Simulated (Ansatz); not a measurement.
## ErBi (Fm-3m): phonon-mediated transition temperature

Wanted: λ, ω_log and Tc of ErBi (Fm-3m). The cell shown first is a relaxed one, from steps not shown here.

Program: Ansatz 0.2.0. Level of theory: DFT PBEsol, scalar-relativistic, plane waves, PAW, the trivalent lanthanide norm-conserving with 4f in the core. Results are calculated unless marked as measured.

## 1. The cell after earlier relaxation steps

Symmetry: Fm-3m, No. 225, cubic system. The conventional cell has a = 6.183 Å, b = 6.183 Å, c = 6.183 Å, α = 90.00°, β = 90.00°, γ = 90.00°. Nearest to Er lie 6 Bi at 3.09 Å. Nearest to Bi lie 6 Er at 3.09 Å. Farther neighbours are not listed.

## 2. Electron–phonon run: q 2×2×2, k 6×6×6, scattering 12×12×12

The run that gives the couplings also evaluates McMillan's and Allen and Dynes's formulas and, where asked, the Eliashberg equations, over a range of μ*.

Input file input.yaml:

```yaml
crystal:
  lattice:
    - [0.0, 3.0914414272, 3.0914414272]
    - [3.0914414272, 0.0, 3.0914414272]
    - [3.0914414272, 3.0914414272, 0.0]
  atoms:
    - { symbol: Er, position: [0.5, 0.5, 0.5] }
    - { symbol: Bi, position: [0.0, 0.0, 0.0] }
kpoints:
  mp_grid: { grid: [6, 6, 6] }
hamiltonian:
  xc: pbesol
  pseudopotentials:
    kind: paw
    azcp: { Er: "pseudopotentials/pbe/nc/lanthanide_3plus/Er.nc.azcp" }
scf:
  occupations: { method: methfessel_paxton, width: 0.2 }
output:
  eigenvalues: true
phonons:
  method: dfpt
  qmesh: [2, 2, 2]
  temperatures: { t_max: 1000, t_step: 50 }
  qpath:
    path:
      - [[0.0, 0.0, 0.0], [0.5, 0.0, 0.5], [0.625, 0.25, 0.625]]
      - [[0.375, 0.375, 0.75], [0.0, 0.0, 0.0], [0.5, 0.5, 0.5], [0.5, 0.25, 0.75], [0.5, 0.0, 0.5]]
    npoints: 10
  electrical_resistivity:
    mesh: [12, 12, 12]
    temperatures: [20.0, 50.0, 77.0, 100.0, 150.0, 200.0, 300.0, 400.0, 600.0, 800.0]
  superconductivity: { mesh: [12, 12, 12] }
```

Launch:

```console
> ansatz run input.yaml --threads 4 --pin off --max-ram 10240MiB --backend cpu --events-out ev --progress --plain --runs-dir out
```

Numbers of over 12 decimals in the logs are rounded to 6 here.

The log of the run:

```text
Warning: <dir> the record states the generating functional pbe (its physics header spells it `PBE`), which answers neither for hamiltonian.xc's functional nor for the pbesol family's — results may be inconsistent (PPs are generated against a specific XC)
Er: read from a norm-conserving record beside PAW files; such a site has no one-centre terms, and under a hybrid no exact exchange with its core (scaled_semilocal), whatever hamiltonian.pseudopotentials.frozen_core_exchange says
Engine: ansatz 0.2.0, aarch64-unknown-linux-gnu
Pseudopotentials: kind: paw
Pseudopotential: Er, nc, valence charge 11, recommended cutoff 761.918815 eV (normal), <dir>
Pseudopotential: Bi, paw, valence charge 15, recommended cutoff 420 eV (normal), Bi.paw.azcp
Functional definition: PBEsol
  exchange = pbesol_x
  correlation = pbesol_c
Crystal: 2 atoms, lattice volume = 59.090 Å³
Basis set: ecut = 761.918815 eV, 2741 PW (Γ), exchange–correlation on 80×80×80 points (8 copies of the dense FFT grid, shifted against one another)
Bands: 17, of which v1, the nominal top of the filled ones, is band 13 counted from 1 (12 counted from 0)
Symmetry: 48 space group operations
k-points: 16 of 216
Non-local potential: Er, projectors of the file, l = 0: 2, l = 1: 2, l = 2: 2, l = 3: 1
Non-local potential: Bi, projectors of the file, l = 0: 2, l = 1: 2, l = 2: 2, l = 3: 2
PAW form: soft (Blöchl's): semilocal exchange-correlation on the pseudo side does not see the compensation charge
PAW frozen core: Bi, regenerated for the run's functional, and the local potential with it (the file was generated under x = pbe(κ = 0.804, μ = 0.219515), c = pbe(β = 0.066725))
PAW one-centre angular grid: Bi, 590 points (default); XC on 64 Gauss nodes
Initial density: superposition of atomic densities (chi_scale 0.1, normalization cell, long waves kept (reshape's long-wave potential 0.00 eV rms))
Initial wavefunctions: pseudopotential atomic-orbital guess
Functional: x = pbesol(κ = 0.804, μ = 0.123457), c = pbesol(β = 0.046)
SCF iter   1: F=—  HF=-13469.439088 eV  |F-HF|=—  |Δ(HF+E_count)|=         —  Δρ=3.02e-2  dr2=5.87e-1  ethr=3.10e-3  ⟨swp⟩=5.0  Hψ=1161  notcnv=0
preconditioner: auto → none  [insulator: Δε(μ)=0.166 eV  Ē_g=15.916 eV  σ=0.200 eV  W_gap=0.52  n_scr=14 (ndim 8)  ℏωp=20.5 eV  f_vac=0.000  D(μ)=0.59/eV (n_scr^D=0)  ε∞_Penn≈2.7]
SCF iter   2: F=—  HF=-13469.264621 eV  |F-HF|=—  |Δ(HF+E_count)|=   1.74e-1  S|Δr|=    0.00e0  Δρ=1.10e-2  dr2=7.16e-2  ethr=2.26e-3  ⟨swp⟩=2.9  Hψ=632  notcnv=0  defer=1
SCF iter   3: F=—  HF=-13469.255780 eV  |F-HF|=—  |Δ(HF+E_count)|=   8.84e-3  S|Δr|=    0.00e0  Δρ=5.72e-3  dr2=1.14e-2  ethr=2.75e-4  ⟨swp⟩=2.0  Hψ=334  notcnv=0  defer=1
SCF iter   4: F=—  HF=-13469.257212 eV  |F-HF|=—  |Δ(HF+E_count)|=   1.43e-3  S|Δr|=    0.00e0  Δρ=1.84e-3  dr2=1.34e-3  ethr=4.40e-5  ⟨swp⟩=1.1  Hψ=272  notcnv=0  defer=1
SCF iter   5: F=—  HF=-13469.257360 eV  |F-HF|=—  |Δ(HF+E_count)|=   1.48e-4  S|Δr|=    0.00e0  Δρ=2.75e-4  dr2=3.07e-5  ethr=5.15e-6  ⟨swp⟩=1.9  Hψ=400  notcnv=0  defer=1
SCF iter   6: F=—  HF=-13469.257357 eV  |F-HF|=—  |Δ(HF+E_count)|=   3.39e-6  S|Δr|=    0.00e0  Δρ=3.07e-5  dr2=3.10e-7  ethr=1.18e-7  ⟨swp⟩=2.6  Hψ=448  notcnv=0  defer=1
SCF iter   7: F=—  HF=-13469.257351 eV  |F-HF|=—  |Δ(HF+E_count)|=   5.64e-6  S|Δr|=    0.00e0  Δρ=3.64e-6  dr2=2.95e-9  ethr=1.19e-9  ⟨swp⟩=2.6  Hψ=461  notcnv=0  defer=1
SCF iter   8: F=—  HF=-13469.257351 eV  |F-HF|=—  |Δ(HF+E_count)|=  6.51e-10  S|Δr|=    0.00e0  Δρ=5.35e-7  dr2=7.42e-11  ethr=1.14e-11  ⟨swp⟩=2.0  Hψ=445  notcnv=0  defer=1
SCF iter   9: F=-13469.257351 eV  HF=-13469.257351 eV  |F-HF|=1.82e-12  |Δ(HF+E_count)|=  1.06e-10  S|Δr|=    0.00e0  Δρ=5.11e-8  dr2=7.11e-13  ethr=1.00e-12  ⟨swp⟩=7.6  Hψ=1519  notcnv=0
SCF 1 converged in 9 iterations: F = -13469.257351 eV  dr2 = 7.11e-13
  greatest PAW one-centre occupation: 0.986 electrons in one spin orbital (limit 2), on the Bi atom at site 1 (counted from 0), in its partial waves of l = 2
Initial density: read from a saved state, or passed on in memory by an earlier SCF of this step, an earlier step, the calling program or the single point that the run made first
iter 1 solved again at ethr=9.74e-8 eV; its pass at ethr=3.10e-3 eV (dr2=2.53e-5 eV) is discarded
[...]
eigensolver tolerance schedule: the retry pair's looser diagonalisation over-reported the residual by 93949.53 of it (diagonalisation noise at an unbounded share of the residual, at the tolerance the schedule requests for it); recorded, not acted on — ethr = c·dr2/N_el stays at c = 1.0e-1
preconditioner: auto → none  [insulator: Δε(μ)=0.686 eV  Ē_g=6.977 eV  σ=0.200 eV  W_gap=0.59  n_scr=14 (ndim 8)  ℏωp=13.7 eV  f_vac=0.000  D(μ)=0.67/eV (n_scr^D=0)  ε∞_Penn≈4.8]
[...]
SCF iter   6: F=-13469.257351 eV  HF=-13469.257351 eV  |F-HF|=3.64e-12  |Δ(HF+E_count)|=    0.00e0  S|Δr|=    0.00e0  Δρ=7.40e-8  dr2=3.51e-12  ethr=1.00e-12  ⟨swp⟩=2.1  Hψ=533  notcnv=0
SCF 2 converged in 6 iterations: F = -13469.257351 eV  dr2 = 3.51e-12
phonons: the bands overlap, so this run is a metal and interpolates without the dipole-dipole term. If the crystal is really an insulator or semiconductor, its LO-TO splitting is missing
NSCF: frozen V_eff on 16 k-points
NSCF: frozen V_eff on 30 k-points
DFPT response loops at q = (0, 0, 0) (fractional): preconditioner auto → Kerker (q_TF=auto, 2.379 Å⁻¹) (partly filled bands, converged f_vac=0.000); β = 1.00, the filter's whole step (`scf.mixing.beta` (0.50) is not read by the response loops under this deck's `scf.mixing.preconditioner`; to damp them name `kerker` or `kerker_dos`, under which they read `scf.mixing.beta`, and type it under 1.00, their step now; both keys bind the ground state too); Broyden in place of MSR1
NSCF: frozen V_eff on 136 k-points
DFPT response loops at q = (0, 0, -0.5) (fractional): mixed as the last ones told, above
NSCF: frozen V_eff on 92 k-points
DFPT response loops at q = (0, -0.5, -0.5) (fractional): mixed as the last ones told, above
SCF iter   1: F=—  HF=-13469.439088 eV  |F-HF|=—  |Δ(HF+E_count)|=         —  Δρ=3.02e-2  dr2=5.87e-1  ethr=3.10e-3  ⟨swp⟩=5.0  Hψ=1161  notcnv=0
SCF iter   2: F=—  HF=-13469.264621 eV  |F-HF|=—  |Δ(HF+E_count)|=   1.74e-1  S|Δr|=    0.00e0  Δρ=1.10e-2  dr2=7.16e-2  ethr=2.26e-3  ⟨swp⟩=2.9  Hψ=632  notcnv=0  defer=1
SCF iter   3: F=—  HF=-13469.255780 eV  |F-HF|=—  |Δ(HF+E_count)|=   8.84e-3  S|Δr|=    0.00e0  Δρ=5.72e-3  dr2=1.14e-2  ethr=2.75e-4  ⟨swp⟩=2.0  Hψ=334  notcnv=0  defer=1
[...]
100.00      6.4204e0              no      6.4204e0      6.4204e0      6.4204e0        6.6187e0          6.0934e0
    150.00      1.0713e1              no      1.0713e1      1.0713e1      1.0713e1        1.0876e1          1.0138e1
    200.00      1.4812e1              no      1.4812e1      1.4812e1      1.4812e1        1.4993e1          1.4006e1
    300.00      2.2794e1              no      2.2794e1      2.2794e1      2.2794e1        2.3061e1          2.1540e1
    400.00      3.0666e1              no      3.0666e1      3.0666e1      3.0666e1        3.1058e1          2.8966e1
    600.00      4.6244e1              no      4.6244e1      4.6244e1      4.6244e1        4.6989e1          4.3657e1
    800.00      6.1590e1              no      6.1590e1      6.1590e1      6.1590e1        6.2879e1          5.8137e1
  mean free path at 20 K (of a tensor a third of its trace): 4352 nm by what each carries, 3293 by the Fermi surface alone
  Hall coefficient in a weak field at 20 K (a third of the trace): 2.663e-9 m³/C (as a tensor it moves by 5.2 % between the two finest meshes); by each state's relaxation time: (none: it, or that of a finer mesh, parts from a neighbouring mesh's by over half of the finer one's); by a constant relaxation time: 6.779e-10 m³/C
  mean free path at 50 K (of a tensor a third of its trace): 375 nm by what each carries, 295 by the Fermi surface alone
  Hall coefficient in a weak field at 50 K (a third of the trace): 2.373e-9 m³/C (as a tensor it moves by 10.8 % between the two finest meshes); by each state's relaxation time: 1.625e-9 m³/C; by a constant relaxation time: 6.511e-10 m³/C
  mean free path at 77 K (of a tensor a third of its trace): 153 nm by what each carries, 129 by the Fermi surface alone
  Hall coefficient in a weak field at 77 K (a third of the trace): 1.738e-9 m³/C (as a tensor it moves by 9.7 % between the two finest meshes); by each state's relaxation time: 1.137e-9 m³/C; by a constant relaxation time: 6.364e-10 m³/C
  mean free path at 100 K (of a tensor a third of its trace): 101 nm by what each carries, 86.9 by the Fermi surface alone
  Hall coefficient in a weak field at 100 K (a third of the trace): 1.526e-9 m³/C (as a tensor it moves by 10.2 % between the two finest meshes); by each state's relaxation time: 9.712e-10 m³/C; by a constant relaxation time: 6.272e-10 m³/C
  mean free path at 150 K (of a tensor a third of its trace): 59.3 nm by what each carries, 52.1 by the Fermi surface alone
  Hall coefficient in a weak field at 150 K (a third of the trace): 1.358e-9 m³/C (as a tensor it moves by 11.3 % between the two finest meshes); by each state's relaxation time: 8.393e-10 m³/C; by a constant relaxation time: 6.127e-10 m³/C
  mean free path at 200 K (of a tensor a third of its trace): 42.6 nm by what each carries, 37.7 by the Fermi surface alone
  Hall coefficient in a weak field at 200 K (a third of the trace): 1.305e-9 m³/C (as a tensor it moves by 12.1 % between the two finest meshes); by each state's relaxation time: 7.967e-10 m³/C; by a constant relaxation time: 6.049e-10 m³/C
  mean free path at 300 K (of a tensor a third of its trace): 27.6 nm by what each carries, 24.5 by the Fermi surface alone
  Hall coefficient in a weak field at 300 K (a third of the trace): 1.278e-9 m³/C (as a tensor it moves by 13.7 % between the two finest meshes); by each state's relaxation time: 7.766e-10 m³/C; by a constant relaxation time: 6.016e-10 m³/C
  mean free path at 400 K (of a tensor a third of its trace): 20.4 nm by what each carries, 18.2 by the Fermi surface alone
  Hall coefficient in a weak field at 400 K (a third of the trace): 1.278e-9 m³/C (as a tensor it moves by 15.4 % between the two finest meshes); by each state's relaxation time: 7.797e-10 m³/C; by a constant relaxation time: 6.035e-10 m³/C
  mean free path at 600 K (of a tensor a third of its trace): 13.4 nm by what each carries, 12.1 by the Fermi surface alone
  Hall coefficient in a weak field at 600 K (a third of the trace): 1.293e-9 m³/C (as a tensor it moves by 18.5 % between the two finest meshes); by each state's relaxation time: 7.981e-10 m³/C; by a constant relaxation time: 6.071e-10 m³/C
  mean free path at 800 K (of a tensor a third of its trace): 9.98 nm by what each carries, 9.06 by the Fermi surface alone
  Hall coefficient in a weak field at 800 K (a third of the trace): 1.310e-9 m³/C (as a tensor it moves by 20.9 % between the two finest meshes); by each state's relaxation time: 8.201e-10 m³/C; by a constant relaxation time: 6.078e-10 m³/C
  the resistivity times a path that all electrons share, by the Fermi surface of the deck's mesh alone (a third of the trace): 5.581e-15 Ω·m²
  not converged in the mesh (λ; λ_tr; the resistivity at 20 K by 15.28 %; the resistivity at 50 K by 52.64 %; the resistivity at 77 K by 57.35 %; the resistivity at 100 K by 58.55 %; the resistivity at 150 K by 59.37 %; the resistivity at 200 K by 59.51 %; the resistivity at 300 K by 59.25 %; the resistivity at 400 K by 58.68 %; the resistivity at 600 K by 57.20 %; the resistivity at 800 K by 55.67 %): between neighb [...]
  vibrations of 8 cells: unjudged by the run; compare a larger repeat
  the changes of the potential over all sites missed a rigid shift's by 0.00 % (the site terms' by 0.00 %)
  at the force constants' own smearing the fine mesh and the k-points of their solves give squared frequencies that differ by 11.4 % of the larger at the most, at (0, -0.5, -0.5)
--- Superconductivity: potentials and phonons of a 2×2×2 supercell ---
           mesh         λ    ħω_log (meV)  μ* declared at (meV)
       12×12×12    0.1187          10.381               12.390
          6×6×6    0.1260          11.296               12.775
          3×3×3    0.1117          11.919               12.904
  λ by the species' shares of the modes' patterns: Er 0.0608, Bi 0.0579
  with the Fermi level up to 16.3 meV (the hardest mode) off, states and modes as they are: density of states 0.1439 to 0.1471 /eV of one spin and cell, λ 0.1173 to 0.1204
  transition temperature on the deck's mesh (K), isotropic and anisotropic, restricted to the Fermi surface (FSR) and over the full bandwidth (FBW), and the last with the density of states resolved in a narrower window:
        μ*   McMillan   Allen–Dynes      iso. FSR      iso. FBW    aniso. FSR    aniso. FBW  narrow window
      0.08      0.000         0.000    none_found    none_found    none_found    none_found     none_found
      0.10      0.000         0.000    none_found    none_found    none_found    none_found     none_found
      0.12          -             -    none_found    none_found    none_found    none_found     none_found
      0.13          -             -    none_found    none_found    none_found    none_found     none_found
      0.14          -             -    none_found    none_found    none_found    none_found     none_found
      0.16          -             -    none_found    none_found    none_found    none_found     none_found
      0.20          -             -    none_found    none_found    none_found    none_found     none_found
  none_found: no transition down to 0.1 K
  isotope coefficients −∂ln Tc/∂ln M under μ* = 0.13, the force constants as they are, of the isotropic transitions restricted to the Fermi surface and over the full bandwidth: Er - and -, Bi - and -
  not converged in the mesh (λ): between neighbouring meshes, the two finest first, λ moves by 6.13 % and 11.32 % and the anisotropic transition temperature over the full bandwidth at μ* = 0.13 by nothing (neither mesh has one) and nothing (neither mesh has one); converged means that the two finest part by at most 2.00 % and 5.00 %
  vibrations of 8 cells: unjudged by the run; compare a larger repeat
  the changes of the potential over all sites missed a rigid shift's by 0.00 % (the site terms' by 0.00 %)
  at the force constants' own smearing the fine mesh and the k-points of their solves give squared frequencies that differ by 11.4 % of the larger at the most, at (0, -0.5, -0.5)
[key lines of the parts left out:]
SCF converged after 9 iterations
Free energy (F): -13469.257351 eV
Fermi energy:    11.052392 eV
```

The job ended after 63 s (4 threads of Arm Neoverse V1, shared host; peak memory 1.5 GiB; 3.9 min of CPU time).

In the SCF lines HF is the Harris–Foulkes energy and dr2 the Hartree energy of the density residual, in eV; the loop may stop once dr2 is under the threshold and the program's other checks hold. Hψ counts applications of the Hamiltonian.

The files freeze the 4f shell of Er into the core, so its moment is left out.

This step gave:

```yaml
volume_per_atom: 29.54 Å³
metallic_on_mesh: yes
gap_on_the_k_mesh: 0 eV
zero_point_energy: 0.03272 eV/cell
share_of_imaginary_modes_in_the_plain_interpolation_between_solved_wavevectors: 0
highest_frequency_solved_or_plainly_interpolated: 127.2 cm⁻¹
debye_temperature_second_moment: 171 K
resistivity_at_300_k: 22.79 μΩ cm
coupling_constant_lambda: 0.1187
density_of_states_at_the_fermi_level: 0.1453 states/eV a spin and cell
log_mean_phonon_energy_omega_log: 10.38 meV
transport_coupling_constant_lambda_tr: 0.1269, 0.1269, 0.1269 (xx, yy, zz)
drude_plasma_energy: 2.555, 2.555, 2.555 eV (xx, yy, zz)
resistivity_times_mean_free_path: 55.81, 55.81, 55.81 × 10⁻¹⁶ Ω m² (xx, yy, zz)
second_moment_phonon_energy_omega: 12.39 meV
coupling_lambda_by_branch: 0.0126, 0.0143, 0.0157, 0.0278, 0.028, 0.0202 (branches by rank of frequency)
```

An empty cell: under 1 mK by a formula, or no transition down to the floor of the Eliashberg search. Transition temperatures:

```tsv
μ*	McMillan Tc (K)	Allen–Dynes Tc (K)
0.08	-	-
0.1	-	-
0.12	-	-
0.13	-	-
0.14	-	-
0.16	-	-
0.2	-	-
```

[end of part 1 of 2]

[Logs are printed without paths, hosts, clocks, repeated set-up lines and the standing remarks that a program may print on its own settings, such as how far it seeks lower states.]

[Hosts, paths, dates, database ids (printed as entryN), source tags and the programs' standing remarks are cut or masked in the printed files.]
